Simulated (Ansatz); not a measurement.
# Electron scattering at the Σ3 (112) boundary in fcc Cu, starting shift (0.25, 0.5)

Wanted: what the Σ3 (112) boundary in fcc Cu, starting shift (0.25, 0.5) costs an interconnect.

Calculated with Ansatz 0.2.0; Ansatz plane-wave DFT, PBE, PAW files; relaxation of a bicrystal slab with its lowest layers held; PAW set soft_1, in the first sound run; inputs show where later runs differ.

This is a report of a sequence of runs, with most program output left out.

**1. Set-up**

The cell holds 25 atoms: 25 Cu. Its edges and angles: a = 2.556 Å, b = 6.261 Å, c = 29.848 Å, α = 90.0°, β = 90.0°, γ = 90.0°. It derives from Cu. built on the (1 1 2) plane; 2 overlapping atoms removed and the grains opened by 0.4 Å. Vacuum lies along c.

**2. Relaxing the bicrystal**

The boundary is built by mirroring the lower grain in the boundary plane and removing any atoms that overlap. A thin bicrystal slab is relaxed first, with the lowest layers held and the upper grain free to shift and open.

input.yaml

```yaml
crystal:
  lattice:
    - [2.5561627297, 0.0, 0.0]
    - [0.0, 6.2612943873, 0.0]
    - [0.0, 0.0, 29.8475155]
  atoms:
    - { symbol: Cu, position: [0.4999999998, 0.6666666667, 0.1675181306] }
    - { symbol: Cu, position: [0.9999999998, 0.3333333333, 0.1922404771] }
    - { symbol: Cu, position: [0.4999999998, 0.0, 0.2169628236] }
    - { symbol: Cu, position: [0.9999999998, 0.6666666667, 0.2416851701] }
    - { symbol: Cu, position: [0.4999999999, 0.3333333333, 0.2664075166] }
    - { symbol: Cu, position: [0.9999999999, 0.0, 0.2911298631] }
    - { symbol: Cu, position: [0.4999999999, 0.6666666667, 0.3158522095] }
    - { symbol: Cu, position: [0.9999999999, 0.3333333333, 0.340574556] }
[... 13 atom lines left out ...]
    - { symbol: Cu, position: [0.7499999998, 0.1666666667, 0.7248112038] }
    - { symbol: Cu, position: [0.2499999998, 0.5, 0.7495335503] }
    - { symbol: Cu, position: [0.7499999997, 0.8333333333, 0.7742558968] }
    - { symbol: Cu, position: [0.2499999997, 0.1666666667, 0.7989782433] }
kpoints:
  mp_grid: { grid: [9, 4, 1] }
hamiltonian:
  xc: pbe
  pseudopotentials: { kind: paw, azcp: { folder: soft_1 } }
scf:
  occupations: { method: fermi_dirac, width: 0.1 }
relax:
  f_tol: 0.03
  max_steps: 80
  constraints: [{ sites: [0, 1, 2, 3, 4] }]
```

Started as:

```bash
$ ansatz run input.yaml --threads 4 --pin off --max-ram 15360MiB --backend cpu --events-out ev --progress --plain --runs-dir out
```

Elapsed: 31 min, on 4 threads of Arm Neoverse V1, shared host; peak memory 3.7 GiB; 2 h of CPU time.

Step by step:

```
step  energy less that of the first step (eV)  largest force component (eV/Å)
   1                                   0.0000                          0.7710
   2                                  -0.2230                          0.4587
   3                                  -0.4529                          0.2315
   4                                  -0.5906                          0.2451
   5                                  -0.7324                          0.2168
   6                                  -0.8514                          0.1857
   7                                  -1.0001                          0.1306
   8                                  -1.0951                          0.1710
   9                                  -1.1658                          0.0511
  10                                  -1.2000                          0.0793
  11                                  -1.2164                          0.1269
  12                                  -1.2303                          0.0793
  13                                  -1.2325                          0.0383
  14                                  -1.2337                          0.0094
```

The atoms that moved most (Å):

```
atom      dx      dy      dz  length
Cu14  -0.622   0.545  -1.400   1.626
Cu17  -0.621   0.225  -1.176   1.348
Cu12  -1.259  -0.341   0.180   1.317
Cu20  -0.620   0.150  -1.027   1.209
Cu25  -0.620   0.136  -1.019   1.200
Cu15  -0.621   0.306  -0.966   1.189
Cu18  -0.620   0.136  -0.946   1.139
Cu24  -0.620   0.154  -0.927   1.126
```

Numbers from this step:

- free energy: -165626.0421 eV
- energy at zero smearing: -165625.9022 eV
- Fermi energy: 8.419 eV

The largest force component on a free atom ends at 0.0094 eV/Å, under the tolerance of 0.03, after 14 steps.

**3. Transmission across the boundary**

Bulk layers of each grain are laid under and over the relaxed boundary, and a lead is named in the middle of each, away from the free faces. The mesh across the current, 24×10, is finer than the density's, because channels open and close sharply across the zone. Energies from -0.1 to 0.1 eV in steps of 0.05 eV are too few for the program's thermal sum, so it prints no conductance; for a metal the transmission near the Fermi level serves, at a fraction of the cost.

This step: Ansatz plane-wave DFT, PBE, PAW files; ballistic transport by layer matching (Landauer), zero bias; boundary relaxed in a short slab, bulk layers laid on; PAW set soft_1 (Ansatz 0.2.0).

System of this step: Σ3 (112) boundary in fcc Cu, starting shift (0.25, 0.5). The cell holds 57 atoms: 57 Cu. Cell: a = 2.556 Å, b = 6.261 Å, c = 49.515 Å, α = 90.0°, β = 90.0°, γ = 90.0°. It derives from Cu. Regions: lower grain, 24 atoms (24 Cu); boundary, 14 atoms (14 Cu); upper grain, 19 atoms (19 Cu). Vacuum lies along c.

input.yaml

```yaml
crystal:
  lattice:
    - [2.5561627297, 0.0, 0.0]
    - [0.0, 6.2612943873, 0.0]
    - [0.0, 0.0, 49.5146657661]
  atoms:
    - { symbol: Cu, position: [-15.5000000006, 10.3333333333, 0.0807841462] }
    - { symbol: Cu, position: [-15.0000000005, 10.0, 0.0956868141] }
    - { symbol: Cu, position: [-14.5000000005, 9.6666666666, 0.110589482] }
    - { symbol: Cu, position: [-14.0000000005, 9.3333333333, 0.1254921499] }
    - { symbol: Cu, position: [-13.5000000005, 9.0, 0.1403948178] }
    - { symbol: Cu, position: [-13.0000000005, 8.6666666666, 0.1552974857] }
    - { symbol: Cu, position: [-12.5000000005, 8.3333333333, 0.1702001536] }
    - { symbol: Cu, position: [-12.0000000004, 8.0, 0.1851028215] }
[... 45 atom lines left out ...]
    - { symbol: Cu, position: [-11.4927301516, 8.1883817409, 0.8745078501] }
    - { symbol: Cu, position: [-11.9927301516, 8.5217150742, 0.889410518] }
    - { symbol: Cu, position: [-12.4927301516, 8.8550484075, 0.9043131859] }
    - { symbol: Cu, position: [-12.9927301517, 9.1883817409, 0.9192158538] }
kpoints:
  mp_grid: { grid: [10, 4, 1] }
hamiltonian:
  xc: pbe
  pseudopotentials: { kind: paw, azcp: { folder: soft_1 } }
scf:
  occupations: { method: fermi_dirac, width: 0.1 }
output:
  transmission:
    leads: [[13, 14], [46, 47]]
    kmesh: [24, 10]
    e_range: [-0.1, 0.1]
    de: 0.05
  write_potential: true
  write_density: true
  volumetric_format: npy
  elf: true
```

The job ended after 35 min (4 threads; peak memory 9.4 GiB; 2.2 h of CPU time).

Numbers from this step:

```
free energy                                    : -377631.9123 eV
energy at zero smearing                        : -377631.6092 eV
Fermi energy                                   : 13.23 eV
cell area                                      : 16.00 Å²
transmission per spin nearest the Fermi level  : 2.018
open channels per spin nearest the Fermi level : 2.279
open channels per spin, upper lead             : 2.279
step of the lead's potential                   : 6.9 meV
step of the upper lead's potential             : 6.7 meV
```

Per spin. Table of transmission, zone mean by energy, zero at the Fermi level:

```
energy (eV)  transmission, zone mean
    -0.1000                     2.00
    -0.0500                     2.01
     0.0000                     2.02
     0.0500                     2.04
     0.1000                     2.05
```

Per spin. The open channels, zone mean, lead = upper lead by energy, zero at the Fermi level:

```
energy (eV)  open channels, zone mean, lead = upper lead
    -0.1000                                         2.25
    -0.0500                                         2.25
     0.0000                                         2.28
     0.0500                                         2.30
     0.1000                                         2.30
```

Transmission over k1 and k2. At 0.0000 eV from the Fermi level.

Values, 10 rows by 16 columns, each cell a mean:
```
0.95 1.97 1.98 1.98 1.99 1.97 1.55 1.12 1.19 1.08 1.86 1.98 1.99 1.98 1.98 1.96
0.97 1.92 1.98 1.98 1.99 1.99 2.69 1.60 1.18 2.03 2.53 1.99 1.99 1.98 1.98 1.87
0.68 1.62 1.98 1.98 2.27 2.92 2.86 2.66 2.55 2.72 2.92 2.88 1.99 1.98 1.96 1.31
0.66 1.33 1.96 1.98 2.96 2.96 2.87 2.70 2.61 2.74 2.92 2.96 2.63 1.98 1.80 1.16
0.66 1.00 1.59 2.88 2.96 2.96 2.87 2.68 2.57 2.73 2.93 2.96 2.95 2.82 1.00 1.00
0.66 1.33 1.96 1.98 2.96 2.96 2.87 2.70 2.61 2.74 2.92 2.96 2.63 1.98 1.80 1.16
0.68 1.62 1.98 1.98 2.27 2.92 2.86 2.66 2.55 2.72 2.92 2.88 1.99 1.98 1.96 1.31
0.97 1.92 1.98 1.98 1.99 1.99 2.69 1.60 1.18 2.03 2.53 1.99 1.99 1.98 1.98 1.86
0.95 1.97 1.98 1.98 1.99 1.97 1.55 1.12 1.19 1.08 1.86 1.98 1.99 1.98 1.98 1.96
0.74 1.98 1.99 1.99 1.99 1.97 1.41 1.06 1.16 0.99 1.76 1.98 1.99 1.99 1.98 1.97
```
Columns: k1 (b1) from -0.5 to 0.458; rows upwards: k2 (b2) from -0.5 to 0.4.

Open channels over k1 and k2. At 0.0000 eV from the Fermi level.

Values, 10 rows by 16 columns, each cell a mean:
```
2.00 2.00 2.00 2.00 2.00 2.00 2.67 2.00 2.00 2.00 2.67 2.00 2.00 2.00 2.00 2.00
2.00 2.00 2.00 2.00 2.00 2.67 3.00 2.33 2.00 2.67 3.00 2.33 2.00 2.00 2.00 2.00
1.67 1.67 2.00 2.00 2.33 3.00 3.00 3.00 3.00 3.00 3.00 3.00 2.00 2.00 2.00 1.33
1.67 1.67 2.00 2.00 3.00 3.00 3.00 3.00 3.00 3.00 3.00 3.00 2.67 2.00 2.00 1.33
1.67 1.00 1.67 3.00 3.00 3.00 3.00 3.00 3.00 3.00 3.00 3.00 3.00 3.00 1.00 1.00
1.67 1.67 2.00 2.00 3.00 3.00 3.00 3.00 3.00 3.00 3.00 3.00 2.67 2.00 2.00 1.33
1.67 1.67 2.00 2.00 2.33 3.00 3.00 3.00 3.00 3.00 3.00 3.00 2.00 2.00 2.00 1.33
2.00 2.00 2.00 2.00 2.00 2.67 3.00 2.33 2.00 2.67 3.00 2.33 2.00 2.00 2.00 2.00
2.00 2.00 2.00 2.00 2.00 2.00 2.67 2.00 2.00 2.00 2.67 2.00 2.00 2.00 2.00 2.00
2.00 2.00 2.00 2.00 2.00 2.00 2.00 2.00 2.00 2.00 2.00 2.00 2.00 2.00 2.00 2.00
```
Columns: k1 (b1) from -0.5 to 0.458; rows upwards: k2 (b2) from -0.5 to 0.4.

Valence density in the cb plane at fractional x = 0.500, with atoms of Cu within 0.2 Å of it. It is the smooth field of the valence electrons, not physical close to the nuclei.

Ten steps, logarithmic in the rise over the least value, from '0' (0 e/Å³) to '9' (50 e/Å³), each cell a mean:
```
00000134210000000134210000000134310000000000
00001379620000001379620000001379620000000000
00001389620000001389720000001389720000000000
00000256410000000256410000000256410000000000
00000112110000000112110000000112100000000000
10000000011210000000011210000000000000000000
31000000125641000000025641000000000000000000
62000000148962000000138972000000000000000000
52000000137962000000137962000000000000000000
21000000013431000000013431000000000000000000
10010000001110010000001110010000000000000000
01232100000001232100000001232100000000000000
13675100000012675100000012675200000000000000
14897200000014897200000013897200000000000000
13785100000013685200000002685200000000000000
01232100000001232100000001232100000000000000
00010011100000010011100000010011100000000000
```
Columns run along c (16.0 Å, from fractional 0.68 to 1.00 of the cell), rows up along b (6.3 Å). Atoms in or near the plane, at fractional coordinates: Cu at (0.70, 0.19), Cu at (0.73, 0.86), Cu at (0.76, 0.52), Cu at (0.79, 0.19), Cu at (0.81, 0.86), Cu at (0.84, 0.52), Cu at (0.87, 0.19), Cu at (0.90, 0.86).

ELF in the cb plane at fractional x = 0.500, with atoms of Cu within 0.2 Å of it. It is the smooth field of the valence electrons, not physical close to the nuclei.

Ten even steps from '0' (0.00) to '9' (0.66), each cell a mean:
```
33443222223333443222223333443222223321000000
33342247323333342247323333333247322221000000
33332269323433332259323433332259322210000000
33332223223433332223223433332223222110000000
33333222233333333222233333333222221110000000
23333333322222333333322222333333321100000000
22333344322322333344322322333344321100000000
32333334225932333334225932333333321000000000
22343333224732343333224732343333321100000000
22344333222222344333222222344333322110000000
23333333332223333333332223333333333221000000
32222233333432222233333432222233333322100000
22342233334432342233333432342233333332100000
22693233333322694234333322594224333332100000
22352234333322352234333322352234434432100000
32222234433332222234433332222234444432100000
33323322233333323322233333322322234432100000
```
Columns run along c (16.0 Å, from fractional 0.68 to 1.00 of the cell), rows up along b (6.3 Å). Atoms in or near the plane, at fractional coordinates: Cu at (0.70, 0.19), Cu at (0.73, 0.86), Cu at (0.76, 0.52), Cu at (0.79, 0.19), Cu at (0.81, 0.86), Cu at (0.84, 0.52), Cu at (0.87, 0.19), Cu at (0.90, 0.86).

Electrostatic potential energy in the cb plane at fractional x = 0.500, with atoms of Cu within 0.2 Å of it. With pseudopotentials it is smooth inside the atoms' cores, unlike the true potential.

Values in eV, 9 rows by 16 columns, each cell a mean:
```
 14  11 -30   1  14  14 -15 -18  14  14   3 -31  10  18  18  18
 13   9 -43  -5  13  14 -24 -28  13  13  -1 -44   7  18  18  18
 14  15   3  10  12  16   8   6  11  15  13   3  15  18  18  18
 -2  14  14 -10 -21  14  14   6 -31   7  14  15  17  18  18  18
 -9  14  14 -19 -32  13  13   3 -44   3  13  16  18  18  18  18
  9  11  16   9   5  11  15  14   2  10  13  16  17  17  18  18
 -6 -25  14  14   9 -31   4  14  14 -18 -13  15  14  17  18  18
-14 -36  12  13   6 -43   0  13  13 -28 -23  14  14  17  18  18
 10   4  11  14  14   2  10  13  16   6   7  12  15  17  18  18
```
Columns run along c (16.0 Å, from fractional 0.68 to 1.00 of the cell; values clipped at the 3rd and 97th percentile), rows up along b (6.3 Å). Atoms in or near the plane, at fractional coordinates: Cu at (0.70, 0.19), Cu at (0.73, 0.86), Cu at (0.76, 0.52), Cu at (0.79, 0.19), Cu at (0.81, 0.86), Cu at (0.84, 0.52), Cu at (0.87, 0.19), Cu at (0.90, 0.86).

Over the solved energies the transmission per spin lies between 2.00 and 2.05, out of 2.27 channels of the lead on average (up to 2.30).

**4. Specific resistance**

This step: Ansatz plane-wave DFT, PBE, PAW files; ballistic transport by layer matching (Landauer), zero bias; specific resistance of the boundary; PAW set soft_1 (Ansatz 0.2.0).

Numbers from this step:

| Quantity | Value |
| --- | --- |
| area resistance | 0.1118 fΩ m² |
| T over the leads' mean channel count | 0.8904 |

Averaged over the energies near the Fermi level, 89.0 % of the channels pass, which makes 0.112 fΩ m².

By hand, with T and the leads' channels N averaged over the energies near the Fermi level: RA = A (h/2e²)(1/T − ½[1/N₁ + 1/N₂]) = 16.00×10⁻²⁰ m² × 12 906 Ω × (1/2.024 − ½[1/2.272 + 1/2.272]) = 0.112 fΩ m².

**5. Single-crystal slab for reference**

The free faces cost energy too. A single-crystal slab with the same faces and held layers is relaxed, so that they cancel.

This step: Ansatz plane-wave DFT, PBE, PAW files; relaxation of a single-crystal slab with its lowest layers held; PAW set soft_1 (Ansatz 0.2.0).

System of this step: Cu slab, plane (1, 1, 2). The cell holds 26 atoms: 26 Cu. Its edges and angles: a = 2.556 Å, b = 6.261 Å, c = 29.448 Å, α = 90.0°, β = 90.0°, γ = 90.0°. It derives from Cu. Vacuum lies along c.

input.yaml

```yaml
crystal:
  lattice:
    - [2.5561627297, 0.0, 0.0]
    - [0.0, 6.2612943873, 0.0]
    - [0.0, 0.0, 29.4475155]
  atoms:
    - { symbol: Cu, position: [0.4999999995, 0.3333333333, 0.1697936113] }
    - { symbol: Cu, position: [0.9999999995, 0.0, 0.1948517735] }
    - { symbol: Cu, position: [0.4999999996, 0.6666666667, 0.2199099357] }
    - { symbol: Cu, position: [0.9999999996, 0.3333333333, 0.2449680979] }
    - { symbol: Cu, position: [0.4999999996, 0.0, 0.2700262601] }
    - { symbol: Cu, position: [0.9999999996, 0.6666666667, 0.2950844223] }
    - { symbol: Cu, position: [0.4999999996, 0.3333333333, 0.3201425845] }
    - { symbol: Cu, position: [0.9999999996, 0.0, 0.3452007467] }
[... 14 atom lines left out ...]
    - { symbol: Cu, position: [0.4999999999, 0.0, 0.7210731798] }
    - { symbol: Cu, position: [1.0, 0.6666666667, 0.746131342] }
    - { symbol: Cu, position: [0.5, 0.3333333333, 0.7711895043] }
    - { symbol: Cu, position: [0.0, 0.0, 0.7962476665] }
kpoints:
  mp_grid: { grid: [9, 4, 1] }
hamiltonian:
  xc: pbe
  pseudopotentials: { kind: paw, azcp: { folder: soft_1 } }
scf:
  occupations: { method: fermi_dirac, width: 0.1 }
relax:
  f_tol: 0.03
  max_steps: 80
  constraints: [{ sites: [0, 1, 2, 3, 4] }]
```

Run time: 6.8 min. Hardware: 4 threads; peak memory 3.4 GiB.

Step by step:

```
step  energy less that of the first step (eV)  largest force component (eV/Å)
   1                                   0.0000                          0.4155
   2                                  -0.0236                          0.2588
   3                                  -0.0376                          0.1137
   4                                  -0.0407                          0.0182
   5                                  -0.0407                          0.0181
```

The atoms that moved most (Å):

```
atom     dx      dy     dz  length
Cu24  0.000  -0.026  0.146   0.149
Cu22  0.000   0.007  0.085   0.086
Cu21  0.000   0.002  0.086   0.086
Cu23  0.000  -0.034  0.076   0.083
Cu20  0.000   0.011  0.081   0.082
Cu25  0.000  -0.008  0.077   0.077
Cu19  0.000   0.010  0.072   0.073
Cu18  0.000   0.009  0.070   0.071
```

The relaxed structure:

```xyz
26
Lattice="2.5562 0.0000 0.0000 0.0000 6.2613 0.0000 0.0000 0.0000 29.4475" Properties=species:S:1:pos:R:3
Cu    1.2781    2.0871    5.0000
Cu    2.5562    0.0000    5.7379
Cu    1.2781    4.1742    6.4758
Cu    2.5562    2.0871    7.2137
Cu    1.2781    0.0000    7.9516
Cu    2.5562    4.1676    8.7052
Cu    1.2781    2.0766    9.4357
Cu    2.5562   -0.0113   10.1847
Cu    1.2781    4.1658   10.9280
Cu    2.5562    2.0815   11.6635
Cu    1.2781   -0.0040   12.4134
Cu    2.5562    4.1728   13.1588
Cu    1.2781    2.0870   13.8962
Cu    2.5562    0.0007   14.6440
Cu    1.2781    4.1764   15.3822
Cu    2.5562    2.0919   16.1265
Cu    1.2781    0.0063   16.8754
Cu    2.5562    4.1833   17.6146
Cu    1.2781    2.0973   18.3547
Cu    2.5562    0.0108   19.1013
Cu    1.2781    4.1767   19.8436
Cu    2.5562    2.0946   20.5813
Cu    1.2781   -0.0341   21.3095
Cu    2.5562    4.1480   22.1179
Cu    1.2781    2.0796   22.7867
Cu    0.0000    0.0274   23.4314
```

This step gave:

```
free energy             : -172251.8505 eV
energy at zero smearing : -172251.7192 eV
Fermi energy            : 9.113 eV
```

The largest force component on a free atom ends at 0.018 eV/Å, under the tolerance of 0.03, after 5 steps.

**6. Bulk reference**

The perfect crystal gives the energy per atom, for the atoms by which bicrystal and slab differ.

This step: Ansatz plane-wave DFT, PBE, PAW files; bulk reference; PAW set soft_1 (Ansatz 0.2.0).

System of this step: Cu. The structure is cubic, space group Fm-3m (No. 225). The conventional cell has a = 3.615 Å, b = 3.615 Å, c = 3.615 Å, α = 90.00°, β = 90.00°, γ = 90.00°. Nearest to Cu lie 12 Cu at 2.56 Å.

input.yaml, the sections that differ from step 5:

```yaml
crystal:
  lattice:
    - [0.0, 1.80748, 1.80748]
    - [1.80748, 0.0, 1.80748]
    - [1.80748, 1.80748, 0.0]
  atoms:
    - { symbol: Cu, position: [0.0, 0.0, 0.0] }
kpoints:
  mp_grid: { grid: [21, 21, 21] }
# hamiltonian, scf: as in step 5
# relax: removed
```

Elapsed: 0.8 s, on 4 threads; peak memory 0.3 GiB; 2.6 s of CPU time.

This step gave:

```yaml
free_energy: -6625.1873 eV
energy_at_zero_smearing: -6625.1819 eV
fermi_energy: 16.38 eV
```

**7. Boundary energy**

This step: Ansatz plane-wave DFT, PBE, PAW files; bicrystal less single-crystal slab less bulk atoms, a boundary area; PAW set soft_1 (Ansatz 0.2.0).

This step gave:

| Quantity | Value |
| --- | --- |
| excess energy of the cell | 0.6351 eV |
| boundary energy | 0.6358 J/m² |

The boundary costs 0.64 J/m².

By hand: 0.635 eV / 16.00 Å² × 16.02 = 0.636 J/m².

**8. Outcome**

```yaml
specific_resistance_of_the_boundary: 0.112 fΩ m²
share_of_channels_that_pass: 0.890
boundary_energy: 0.636 J/m²
```

The boundary has a specific resistance of 0.11 fΩ m² and an energy of 0.64 J/m². The boundary reflects 11 % of the channels; 0.11 fΩ m² is 1.1×10⁻¹² Ω·cm². That equals the resistance of 6.5 nm of bulk Cu at 300 K (measured 1.725 µΩ cm, CRC Handbook of Chemistry and Physics, 84th ed., 2003, Electrical Resistivity of Pure Metals). Four-probe measurements on incoherent Σ3 boundaries in Cu films gave 1.06×10⁻¹² Ω cm² (Bishara and others, ACS Nano 2021, “Understanding Grain Boundary Electrical Resistivity in Cu: The Effect of Boundary Structure”); those boundaries facet and aren't this ideal plane. In the relaxation the upper grain slid sideways by about 0.6 Å, so the result belongs to the position that it found, not to the starting one. One starting structure was relaxed; another shift or atom count at the boundary may lie lower.

[Logs are printed without paths, hosts, clocks, repeated set-up lines and the standing remarks that a program may print on its own settings, such as how far it seeks lower states.]

[Hosts, paths, dates, database ids (printed as entryN), source tags and the programs' standing remarks are cut or masked in the printed files.]
